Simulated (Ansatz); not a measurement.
**What SnO (model cell, started as CsCl type) distorts into**

Wanted: the energy along a soft mode of SnO (model cell, started as CsCl type) and the structure at the end.

Main program and level: Ansatz 0.2.0; DFT PBEsol, scalar-relativistic, plane waves, PAW.

Report form: the programs' logs are mostly left out.

The structure was built from a prototype and need not be the compound's stable phase.

### 1. Starting point

It takes space group Pm-3m (No. 221, cubic). Conventional cell: a = 3.081 Å, b = 3.081 Å, c = 3.081 Å, α = 90.00°, β = 90.00°, γ = 90.00°. Nearest to Sn lie 8 O at 2.67 Å. Nearest to O lie 8 Sn at 2.67 Å. Farther neighbours and most contacts between anions are not listed.

Coordinates:

```cif
data_structure
_symmetry_space_group_name_H-M 'P 1'
_symmetry_Int_Tables_number 1
_cell_length_a 3.0806
_cell_length_b 3.0806
_cell_length_c 3.0806
_cell_angle_alpha 90.000
_cell_angle_beta 90.000
_cell_angle_gamma 90.000
_cell_volume 29.23
loop_
_atom_site_label
_atom_site_type_symbol
_atom_site_fract_x
_atom_site_fract_y
_atom_site_fract_z
_atom_site_occupancy
Sn1 Sn 0.00000 0.00000 0.00000 1
O2 O 0.50000 0.50000 0.50000 1
```

### 2. Phonons on a q mesh

The cell comes from relaxations at this level that are not shown. Stability and thermal properties need the whole zone. Linear response on a 4×4×4 q mesh gives force constants as far as a supercell of that size would.

Input file input.yaml:

```yaml
crystal:
  lattice:
    - [3.0805550157, 0.0, 0.0]
    - [0.0, 3.0805550157, 0.0]
    - [0.0, 0.0, 3.0805550157]
  atoms:
    - { symbol: Sn, position: [0.0, 0.0, 0.0] }
    - { symbol: O, position: [0.5, 0.5, 0.5] }
kpoints:
  mp_grid: { grid: [12, 12, 12] }
hamiltonian:
  xc: pbesol
scf:
  occupations: { method: methfessel_paxton, width: 0.15 }
output:
  eigenvalues: true
phonons:
  method: dfpt
  qmesh: [4, 4, 4]
  temperatures: { t_max: 1000, t_step: 50 }
  qpath:
    path:
      - [[0.0, 0.0, 0.0], [0.0, 0.5, 0.0], [0.5, 0.5, 0.0], [0.0, 0.0, 0.0], [0.5, 0.5, 0.5], [0.0, 0.5, 0.0]]
      - [[0.5, 0.5, 0.5], [0.5, 0.5, 0.0]]
    npoints: 10
```

Command:

```console
ansatz run input.yaml --threads 4 --pin off --max-ram 7168MiB --backend cpu --events-out ev --progress --plain --runs-dir out
```

Run time: 2.5 min. Hardware: 4 threads of Arm Neoverse V2, shared host; peak memory 1.3 GiB.

This step gave:

| Quantity | Value |
| --- | --- |
| volume per atom | 14.62 Å³ |
| gap on the k-mesh | 0 eV |
| sum-rule residual before enforcement | 1.05e-4 eV/Å² |
| lowest frequency on the path | -282.8 cm⁻¹ |
| point group | m-3m |
| highest frequency on the path or at a solved wavevector | 329.7 cm⁻¹ |
| highest optical mode at the zone centre (no LO-TO term) | -268.7 cm⁻¹ |
| lowest optical zone-centre mode | -268.7 cm⁻¹ |
| lowest mode on the q mesh (acoustic modes at Γ apart) | -282.8 cm⁻¹ |

Frequencies (cm⁻¹) solved at each irreducible wavevector; negative means imaginary. Frequencies by wavevector, by row:

| q in reciprocal lattice units | star | mode 1 | mode 2 | mode 3 | mode 4 | mode 5 | mode 6 |
| --- | --- | --- | --- | --- | --- | --- | --- |
| 0 0 0 | 1 | -268.7 | -268.7 | -268.7 | 0 | 0 | 0 |
| 0 0 0.25 | 6 | -187.5 | -187.5 | -25.6 | -25.6 | 130.4 | 268 |
| 0 0 -0.5 | 3 | -96.5 | -96.5 | 44.3 | 44.3 | 187.8 | 322.9 |
| 0 0.25 0.25 | 12 | -264.8 | -166.4 | -57.3 | 105.4 | 118.8 | 255 |
| 0 0.25 -0.5 | 12 | -153.4 | -108.6 | -104.7 | -83 | 168.2 | 174 |
| 0 -0.5 -0.5 | 3 | -282.8 | -282.8 | -166.7 | -121 | 146.8 | 146.8 |
| 0.25 0.25 0.25 | 8 | -122.8 | -122.8 | -95.5 | 111.5 | 111.5 | 158 |
| 0.25 0.25 -0.5 | 12 | -221.7 | -146 | 44.2 | 143.5 | 157.1 | 203.7 |
| 0.25 -0.5 -0.5 | 6 | 28.8 | 55.5 | 55.5 | 162.3 | 164.3 | 164.3 |
| -0.5 -0.5 -0.5 | 1 | 121.5 | 121.5 | 121.5 | 255.1 | 255.1 | 255.1 |

Interpolated from a 4×4×4 q mesh. The phonon branches at the labelled points (cm⁻¹):

| point | branch 1 | branch 2 | branch 3 | branch 4 | branch 5 | branch 6 |
| --- | --- | --- | --- | --- | --- | --- |
| Γ | -269 | -269 | -269 | 0 | 0 | 0 |
| halfway | -188 | -188 | -26 | -26 | 130 | 268 |
| X | -96 | -96 | 44 | 44 | 188 | 323 |
| halfway | -153 | -109 | -105 | -83 | 168 | 174 |
| M | -283 | -283 | -167 | -121 | 147 | 147 |
| halfway | -265 | -166 | -57 | 105 | 119 | 255 |
| Γ | -269 | -269 | -269 | 0 | 0 | 0 |
| halfway | -123 | -123 | -96 | 112 | 112 | 158 |
| R | 122 | 122 | 122 | 255 | 255 | 255 |
| halfway | -222 | -146 | 44 | 144 | 157 | 204 |
| X | -96 | -96 | 44 | 44 | 188 | 323 |
| jump to R | 122 | 122 | 122 | 255 | 255 | 255 |
| halfway | 29 | 56 | 56 | 162 | 164 | 164 |
| M | -283 | -283 | -167 | -121 | 147 | 147 |

Symmetry leaves 10 wavevectors to solve. The lowest mode among them, the acoustic zeros apart, lies at q = (0, -0.5, -0.5) and is imaginary, 282.8i cm⁻¹, so the energy falls along it.

### 3. The mode frozen in, largest atomic shift 0 Å

The mode followed lies at Γ with frequency 268.7i cm⁻¹ and is 3-fold degenerate, one of the unstable modes though not the softest. At small amplitude the distorted cell has space group no. 160 by a symmetry search on the positions. The undistorted cell that holds it gives the zero of energy on the same k mesh.

input.yaml, the sections that differ from step 2:

```yaml
output:
  forces: true
  stress: true
  eigenvalues: true
# crystal, kpoints, hamiltonian, scf: as in step 2
# phonons: removed
```

Wall time 0.55 s (4 threads); peak memory 0.31 GiB; 1.6 s of CPU time.

This step gave:

```yaml
pressure: -0.001189 GPa
energy_from_the_undistorted_cell: 0 meV/atom
```

The run ends at a pressure of 0.00 GPa.

### 4. The mode frozen in, largest atomic shift 0.6 Å

The atoms are moved along the unstable eigenvector, the largest shift by 0.6 Å, with the cell fixed.

input.yaml, the sections that differ from step 3:

```yaml
crystal:
  lattice:
    - [3.0805550157, 0.0, 0.0]
    - [0.0, 3.0805550157, 0.0]
    - [0.0, 0.0, 3.0805550157]
  atoms:
    - { symbol: Sn, position: [0.0151553925, -0.0151553925, -0.0151553925] }
    - { symbol: O, position: [0.3875494319, 0.6124505681, 0.6124505681] }
# kpoints, hamiltonian, scf, output: as in step 3
```

It took 1.6 s on 4 threads; peak memory 0.38 GiB; 5.7 s of CPU time.

Numbers from this step:

| Quantity | Value |
| --- | --- |
| pressure | 12.47 GPa |
| gap on the k-mesh | 0.7813 eV |
| energy from the undistorted cell | -180.2 meV/atom |

The energy, extrapolated to zero smearing, is -180.20 meV/atom against the undistorted cell.

The run ends at a pressure of 12.47 GPa, with forces up to 0.77 eV/Å.

### 5. Energy along the mode, all amplitudes (two of the runs are shown above)

An imaginary frequency means negative curvature, so the energy should fall and then rise again as anharmonic terms take over.

This step gave:

```
depth at the lowest point sampled  : 180.2 meV/atom
largest atomic shift at that point : 0.6 Å
```

Energy from the parent against largest atomic shift:

| largest atomic shift (Å) | energy from the parent (meV/atom) |
| --- | --- |
| 0.000 | 0 |
| 0.040 | -1.93 |
| 0.080 | -7.65 |
| 0.140 | -23.0 |
| 0.220 | -54.4 |
| 0.320 | -105 |
| 0.450 | -171 |
| 0.600 | -180 |

Displacement at unit largest shift by atom:

| atom | x (Å) | y (Å) | z (Å) | size |
| --- | --- | --- | --- | --- |
| Sn1 | 0.078 | -0.078 | -0.078 | 0.135 |
| O2 | -0.577 | 0.577 | 0.577 | 0.999 |

The lowest of the steps tried is the last one, at 0.6 Å, 180 meV/atom below the parent; the bottom of the well need not coincide with a step.

### 6. Relaxing from the distorted cell

Starting from the lowest point found, all atoms and the cell are let go, so that strain and other modes of the same symmetry can join in.

input.yaml, as its differences from that of step 4:

```diff
@@ -18 +18,6 @@
   eigenvalues: true
+relax:
+  adjacent_minimum: "off"
+  f_tol: 0.002
+  max_steps: 120
+  cell: { stress_tol: 0.03 }
```

Wall time 37 s (4 threads); peak memory 0.44 GiB.

Relaxation path:

| step | energy less that of the first step (eV) | largest force component (eV/Å) | pressure (GPa) | volume (Å³) |
| --- | --- | --- | --- | --- |
| 1 | 0.0000 | 0.4429 | 12.47 | 29.23 |
| 2 | -0.1377 | 0.0903 | 2.95 | 31.61 |
| 3 | -0.2044 | 0.0033 | 0.08 | 32.72 |
| 4 | -0.2668 | 0.0493 | 0.79 | 32.67 |
| 5 | -0.2904 | 0.0041 | -0.15 | 32.87 |
| 6 | -0.2906 | 0.0024 | -0.02 | 32.82 |
| 7 | -0.2906 | 0.0003 | 0.00 | 32.82 |
| 8* | -0.3640 | 0.0181 | 2.42 | 32.82 |
| 9 | -0.3976 | 0.0020 | 1.18 | 33.66 |
| 10 | -0.4076 | 0.0303 | 0.46 | 34.44 |
| 11 | -0.4072 | 0.0025 | -0.01 | 34.60 |
| 12 | -0.4073 | 0.0003 | 0.00 | 34.59 |
| 13* | -0.4200 | 0.0086 | 0.23 | 34.59 |
| 14 | -0.4207 | 0.0048 | 0.09 | 34.77 |
| 15 | -0.4205 | 0.0016 | -0.05 | 34.83 |
| 16 | -0.4206 | 0.0001 | 0.00 | 34.81 |
| 17* | -0.4214 | 0.0005 | 0.01 | 34.81 |
| 18 | -0.4213 | 0.0000 | 0.00 | 34.83 |
| 19* | -0.4214 | 0.0000 | 0.00 | 34.83 |

Relaxation steps marked * repeat the geometry before them on a plane-wave basis chosen anew for their cell, so energy and pressure can jump there.

Forces are held to the 6 operations that the run works with; a distortion that breaks them can't arise in this run.

| cell as run | before | after | change |
| --- | --- | --- | --- |
| a (Å) | 3.081 | 3.349 | +8.7 % |
| b (Å) | 3.081 | 3.349 | +8.7 % |
| c (Å) | 3.081 | 3.349 | +8.7 % |
| α (°) | 90.00 | 76.33 | -15.2 % |
| β (°) | 90.00 | 103.67 | +15.2 % |
| γ (°) | 90.00 | 103.67 | +15.2 % |
| volume (Å³/atom) | 14.62 | 17.41 | +19.1 % |

The atoms that moved most (Å, as changes of fractional coordinates times the final cell):

| atom | dx | dy | dz | length |
| --- | --- | --- | --- | --- |
| Sn1 | 0.141 | -0.141 | -0.141 | 0.243 |
| O2 | -0.141 | 0.141 | 0.141 | 0.243 |

The relaxed structure:

```xyz
2
Lattice="3.3063 -0.3791 -0.3791 -0.3791 3.3063 0.3791 -0.3791 0.3791 3.3063" Properties=species:S:1:pos:R:3 pbc="T T T"
Sn    0.2021   -0.2021   -0.2021
O     0.6765    2.2507    2.2507
```

This step gave:

| Quantity | Value |
| --- | --- |
| pressure | 0.001839 GPa |
| volume per atom | 17.41 Å³ |
| gap on the k-mesh | 1.413 eV |

The distorted start has space group R3m; the relaxation ends in R3m.

### 7. The new phase in its own primitive cell

The relaxed structure is symmetrised, reduced to its primitive cell and relaxed tightly, as its phonons need.

Input file input.yaml:

```yaml
crystal:
  lattice:
    - [2.0698113766, 1.1950061554, 2.34661268]
    - [-2.0698113766, 1.1950061554, 2.34661268]
    - [0.0, -2.3900123109, 2.34661268]
  atoms:
    - { symbol: Sn, position: [0.0497265205, 0.0497265205, 0.0497265205] }
    - { symbol: O, position: [0.3529783039, 0.3529783039, 0.3529783039] }
kpoints:
  mp_grid: { grid: [9, 9, 9] }
hamiltonian:
  xc: pbesol
scf:
  occupations: { method: fixed }
output:
  forces: true
  stress: true
  eigenvalues: true
relax:
  adjacent_minimum: "off"
  f_tol: 0.001
  max_steps: 60
  cell: { stress_tol: 0.01 }
```

The job ended after 3.2 s (4 threads; peak memory 0.37 GiB; 12 s of CPU time).

Little changed from the start: no atom moved by 0.005 Å and no cell edge by 0.1 %.

Numbers from this step:

| Property | Result |
| --- | --- |
| pressure | -9.21e-4 GPa |
| gap on the k-mesh | 1.512 eV |
| volume per atom | 17.42 Å³ |
| direct gap on mesh | 1.724 eV |

The largest force component left is 0.28 meV/Å and the pressure is -0.001 GPa, within the tolerances set. The cell now holds 17.42 Å³/atom.

### 8. Modes of the new phase, k-mesh 9×9×9, occupations fixed

A relaxed structure may still be a saddle point, so its zone-centre modes are computed. The response to a homogeneous field gives the Born charges and the dielectric tensor, and its change with displacement the Raman tensors.

Input file input.yaml:

```yaml
crystal:
  lattice:
    - [2.0697657963, 1.1949798396, 2.3470811689]
    - [-2.0697657963, 1.1949798396, 2.3470811689]
    - [0.0, -2.3899596793, 2.3470811688]
  atoms:
    - { symbol: Sn, position: [0.0497553606, 0.0497553606, 0.0497553606] }
    - { symbol: O, position: [0.3529494638, 0.3529494638, 0.3529494638] }
kpoints:
  mp_grid: { grid: [9, 9, 9] }
hamiltonian:
  xc: pbesol
scf:
  occupations: { method: fixed }
output:
  eigenvalues: true
phonons:
  method: dfpt
  dielectric: true
  rigid_motions: translations
  raman: true
```

Run time: 1.7 min. Hardware: 4 threads; peak memory 1.2 GiB.

This step gave:

| Item | Value |
| --- | --- |
| sum-rule residual before enforcement | 2.77e-4 eV/Å² |
| miss of the charge sum rule | 0.001182 e |
| estimated error of the dielectric tensor | 0.03606 |
| estimated error of the Born charges | 0.01566 e |
| point group | 3m |
| highest optical mode at the zone centre (no LO-TO term) | 360.9 cm⁻¹ |
| lowest optical zone-centre mode | 166.5 cm⁻¹ |
| mean high-frequency dielectric constant | 10.86 |
| largest Born charge (third of the trace) | 3.166 e |
| mean static dielectric constant | 38.82 |
| top of the zone-centre spectrum with the field | 478.4 cm⁻¹ |

Patterns of degenerate modes are one choice out of their space. The modes at Γ (shares of kinetic energy by element, %):

| mode | frequency (cm⁻¹) | symmetry | Sn % | O % |
| --- | --- | --- | --- | --- |
| 1 | 0.0 | acoustic | 88 | 12 |
| 2 | 0.0 | acoustic | 88 | 12 |
| 3 | 0.0 | acoustic | 88 | 12 |
| 4 | 166.5 | E | 12 | 88 |
| 5 | 166.5 | E | 12 | 88 |
| 6 | 360.9 | A1 | 12 | 88 |

Displacements in mode 5 (166.5 cm⁻¹), the largest set to 1:
```
Sn1 -0.13  0.00  0.00
O2   1.00  0.00  0.00
```

Displacements in mode 6 (360.9 cm⁻¹), the largest set to 1:
```
Sn1  0.00  0.00 -0.13
O2   0.00  0.00  1.00
```

Optical modes at the zone centre, without and with the macroscopic field of the longitudinal modes; each column is sorted by frequency, so a row need not hold one and the same mode. Modes with and without the field, by row:

| rank among optical modes | no field (cm⁻¹) | q along (1, 0, 0) (cm⁻¹) | q along (0, 0, 1) (cm⁻¹) |
| --- | --- | --- | --- |
| 1 | 166.5 | 166.5 | 166.5 |
| 2 | 166.5 | 343.6 | 166.5 |
| 3 | 360.9 | 360.9 | 478.4 |

Born charge (rows field, columns displacement) (e), principal values of the symmetric part by kind of site:

| atom | atoms with these values | low | middle | high | mean |
| --- | --- | --- | --- | --- | --- |
| Sn1 | 1 | 2.97 | 3.27 | 3.27 | 3.17 |
| O2 | 1 | -3.27 | -3.27 | -2.97 | -3.17 |

In full for O2:

```
-3.27  0.00  0.00
 0.00 -3.27  0.00
 0.00  0.00 -2.97
```

High-frequency dielectric tensor:

```
11.83  0.00  0.00
 0.00 11.83  0.00
 0.00  0.00  8.94
```

Static dielectric tensor (ions relaxed, fixed cell):

```
50.38  0.00  0.00
 0.00 50.38  0.00
 0.00  0.00 15.71
```

Transverse modes. Lines of the infrared spectrum (strongest = 100):

| position (cm⁻¹) | label | relative intensity |
| --- | --- | --- |
| 166 | E | 100 |
| 361 | A1 | 41 |

Activity x (w_L - w)^4 (n + 1)/w, 532 nm, 300 K; the tensors are static ones, while 532 nm light lies above the computed direct gap, where resonance would change the heights; modes without the macroscopic field alone. Lines of the Raman spectrum (strongest = 100):

| position (cm⁻¹) | label | relative intensity |
| --- | --- | --- |
| 166 | E | 100 |
| 361 | A1 | 93 |

Before it was imposed, the acoustic sum rule was missed by 2.8e-4 eV/Å² and the charge sum rule by 0.0012 e. Small misses are needed for a sound result but don't prove that mesh and cutoff are converged. The lowest optical mode is real, 167 cm⁻¹.

The log warns of the k mesh: “the force constants stand on the 9×9×9 k-mesh, whose period is 13.51 times the interband length at k = (0.0000, 0.2222, -0.4444), direct gap 1.724 eV, under 14: take them and everything formed from them as unconverged”.

### 9. What came out

```
unstable mode of the parent                                                      : q = (0, 0, 0), 269i cm⁻¹
depth at the lowest point sampled                                                : 180 meV/atom
largest atomic shift at that point                                               : 0.6 Å
space group reached (within 0.01 Å)                                              : R3m
energy gained over the parent (first relaxation, on the mesh of the frozen mode) : 391 meV/atom
volume per atom, phase reached                                                   : 17.4 Å³
gap on the k-mesh, phase reached                                                 : 1.51 eV
lowest optical zone-centre mode, phase reached                                   : 167 cm⁻¹
highest optical mode at the zone centre (no LO-TO term), phase reached           : 361 cm⁻¹
```

In words: Along this mode the structure falls into R3m, 391 meV/atom below the parent. At the parent's cell the well is 180.2 meV/atom deep on the steps tried, with its lowest point at a shift of 0.6 Å. That is the last step tried, so the steps alone don't bracket the bottom of the well. Relaxing atoms and cell changes the gain by +210.69 meV/atom against the lowest step (energies at zero smearing). The new phase has no imaginary mode at the zone centre of its cell; other wavevectors were not checked. Of the 6 patterns followed to their end from this parent, this one reaches the lowest energy. Each path keeps the symmetry of its pattern, so a lower phase may lie along a pattern not tried. With the field response the log warns that the k mesh is coarse for the force constants too, so the frequencies may not be converged. With no gap, or one that is small against the smearing, the frequencies hang on the k mesh and the smearing, most of all near Kohn anomalies. A semilocal functional can close a gap that the real compound would have, so the metallic treatment may be an artefact of the level. Spin-orbit coupling is left out, which can matter for the heavy elements here. The starting cell was built on a prototype and not taken from a measurement, so the phase need not exist.

[Logs are printed without paths, hosts, clocks, repeated set-up lines and the standing remarks that a program may print on its own settings, such as how far it seeks lower states.]

[Hosts, paths, dates, database ids (printed as entryN), source tags and the programs' standing remarks are cut or masked in the printed files.]
